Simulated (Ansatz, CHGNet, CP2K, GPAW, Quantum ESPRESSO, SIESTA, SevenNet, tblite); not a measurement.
## Liquid diethyl ether at 300 K (75 atoms): runs against a plane-wave reference

Density of this cell: 0.710 g/cm³. The cell holds 75 atoms: 20 C, 5 O and 50 H. Its edges and angles: a = 9.535 Å, b = 9.535 Å, c = 9.535 Å, α = 90.0°, β = 90.0°, γ = 90.0°. 5 diethyl ether placed at random, at 0.71 g/cm³; overlaps pushed apart, then 10 ps at 450 K with MMFF94 bonds, angles, torsions, charges and radii (Halgren, J. Comput. Chem. 17, 490 (1996)) in harmonic and 12-6 forms. Snapshot after 20 ps at 300 K and fixed volume. Then every atom was moved at random, 0.05 Å r.m.s. a Cartesian component (hydrogen 0.6 of that).

Geometry: as built.

The reference, a calculation:

- method: Kohn-Sham DFT, PBE, PAW, plane waves (Ansatz 0.2.0); cutoff 420 eV, Γ point, fermi-dirac smearing of 0.05 eV; PAW set soft_2
- r.m.s. force component: 1.842 eV/Å
- longest force: 7.482 eV/Å
- pressure: 2.018 GPa
- gap (highest filled to lowest empty level): 4.349 eV
- SCF cycles: 9
- time: 4.6 s on 4 threads of Arm Neoverse V1, shared host
- CPU time: 16 s

Runs, in no order:
A. CP2K PBE, TZVP-MOLOPT, 600/50 Ry, OT CG: Kohn-Sham DFT, PBE, GTH-PBE pseudopotentials, Gaussian and plane waves, TZVP-MOLOPT-GTH, orbital transformation
B. GPAW PBE, LCAO sz(dzp), h 0.18 Å: Kohn-Sham DFT, PBE, PAW, atomic orbitals (sz(dzp))
C. tblite GFN1-xTB: GFN1-xTB tight binding, diagonalisation
D. GPAW PBE, LCAO dzp, h 0.25 Å: Kohn-Sham DFT, PBE, PAW, atomic orbitals (dzp)
E. SevenNet l3i5 potential: machine-learned interatomic potential SevenNet l3i5, trained on PBE(+U) plane-wave data

**Question.** Rank the runs by how far their forces lie from the reference's, least first.

A, E, C, D, B.

| run | Δ force, r.m.s. (meV/Å) | share of r.m.s. force (%) | CPU time |
| --- | --- | --- | --- |
| A. CP2K PBE, TZVP-MOLOPT, 600/50 Ry, OT CG | 46.8 | 2.54 | 52 min |
| E. SevenNet l3i5 potential | 102 | 5.53 | 11 s |
| C. tblite GFN1-xTB | 221 | 12.0 | 1.3 s |
| D. GPAW PBE, LCAO dzp, h 0.25 Å | 337 | 18.3 | 26 s |
| B. GPAW PBE, LCAO sz(dzp), h 0.18 Å | 1821 | 98.8 | 18 s |

Periodic xTB results under one method name differ between programs and library versions. Machine-learned potentials mimic data converged in k, so the reference's own k-point error enters their differences. The network of contacts between molecules at the start is that of the classical potential that made the cell, and needn't be the one that DFT or experiment would give. The electronic-structure runs sample only Γ, in a cell whose shortest periodic width is 10 Å.

[Hosts, paths, dates, database ids (printed as entryN), source tags and the programs' standing remarks are cut or masked in the printed files.]

[The MMFF94 radii named for the starting cell were scaled by 0.96; in molecules described by MMFF94, hydrogen bound to N, O or S took a small fixed 12-6 site in their place.]
